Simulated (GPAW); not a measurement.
Consider Sc on a Y site in YB2.

```xyz
24
Lattice="6.6084 0.0000 0.0000 -3.3042 5.7230 0.0000 0.0000 0.0000 7.6930" Properties=species:S:1:pos:R:3 pbc="T T T"
Sc    0.0000    0.0000    0.0000
Y     0.0000    0.0000    3.8465
Y    -1.6521    2.8615    0.0000
Y     3.3042    0.0000    0.0000
Y    -1.6521    2.8615    3.8465
Y     3.3042    0.0000    3.8465
Y     1.6521    2.8615    0.0000
Y     1.6521    2.8615    3.8465
B     1.6305    0.9413    1.9034
B     1.6305    0.9413    5.7896
B     0.0000    3.8154    1.9130
B     4.9779    0.9413    1.9034
B     0.0000    3.8154    5.7800
B     4.9779    0.9413    5.7896
B     3.3042    3.8403    1.9034
B     3.3042    3.8403    5.7896
B     0.0000    1.8827    1.9034
B     0.0000    1.8827    5.7896
B    -1.6737    4.7817    1.9034
B     3.3042    1.9077    1.9130
B    -1.6737    4.7817    5.7896
B     3.3042    1.9077    5.7800
B     1.6737    4.7817    1.9034
B     1.6737    4.7817    5.7896
```

Absorber: atom 1, with 12 B at 2.68 Å (12-fold; the defect atom itself). Method: GPAW, LDA, excited-electron core hole (neutral cell), 24-atom cell with 6.6 Å between holes, 4×4×3 k points, dipole transitions, Gaussian full width 0.9 eV up to 4 eV, rising linearly to 3.5 eV at 25 eV.

Q: Predict the near-edge structure at the Sc K edge.

Main maxima up to 27 eV above the zero (height): 14.0 eV (2.31) and 21.6 eV (1.04). A K edge sees empty p states. The first eV above the zero hold little dipole weight, as the lowest empty bands are of d character; the main edge, of 4p character, rises through 0.6 near 6 eV above the zero. The total-energy difference is 4492.92 eV. One term is added: -21.68 eV, since the hole is spin-paired here and a spin-polarised one costs that much less in the free atom (computed apart). The photon energy is then 4471.24 eV. The tabulated edge of the element is 4492 eV. The functional leaves an error in such absolute values: in the free atom LDA prices this hole 12.5 eV below PBE (computed apart), and PBE is itself good to a few eV.

The Sc K spectrum (energy from the lowest empty level; intensity scaled to a mean of 1 over the first 20 eV):

```
E (eV)  isotropic  ε ∥ x  ε ∥ z
  -2.0       0.00   0.00   0.00
  -1.0       0.00   0.00   0.00
   0.0       0.04   0.05   0.02
   1.0       0.05   0.05   0.05
   2.0       0.06   0.08   0.03
   3.0       0.19   0.20   0.19
   4.0       0.21   0.23   0.18
   5.0       0.33   0.29   0.42
   6.0       0.48   0.41   0.62
   7.0       0.74   0.76   0.70
   8.0       0.81   0.77   0.90
   9.0       0.81   0.87   0.68
  10.0       1.05   1.26   0.63
  11.0       1.46   1.86   0.66
  12.0       1.80   1.99   1.42
  13.0       2.13   1.96   2.45
  14.0       2.31   1.89   3.13
  15.0       2.10   1.67   2.98
  16.0       1.69   1.40   2.29
  17.0       1.30   1.08   1.72
  18.0       1.01   0.89   1.27
  19.0       0.91   0.83   1.07
  20.0       0.95   0.90   1.05
  21.0       1.03   1.07   0.95
  22.0       1.03   1.18   0.74
  23.0       0.95   1.15   0.55
  24.0       0.85   1.04   0.47
  25.0       0.79   0.93   0.50
  26.0       0.78   0.87   0.59
  27.0       0.81   0.86   0.71
```

Quadrupole 1s→3d transitions, which feed the pre-edge, are not in the dipole spectrum. In so small a cell the defects form an ordered array, and no site is far from one. The mesh is coarse (0.27 Å⁻¹ between points), so small maxima may be mesh ripples. Lifetime broadening is put in by hand, and intensities beyond about 20 eV depend on it and on the partial waves.

[Banner, clock and machine lines of the logs are left out without a mark of their own.]

[Logs are printed without paths, hosts, clocks, repeated set-up lines and the standing remarks that a program may print on its own settings, such as how far it seeks lower states.]

[Hosts, paths, dates, database ids (printed as entryN), source tags and the programs' standing remarks are cut or masked in the printed files.]

[Lists of maxima count a maximum above −3 eV only where it reaches 4 % of the highest in the window and stands out from its surroundings by 2 % of it (1.5 % where it reaches 55 %); shoulders and weaker maxima are passed over, and of the rest the first, up to two pre-edge ones and the few strongest are named.]
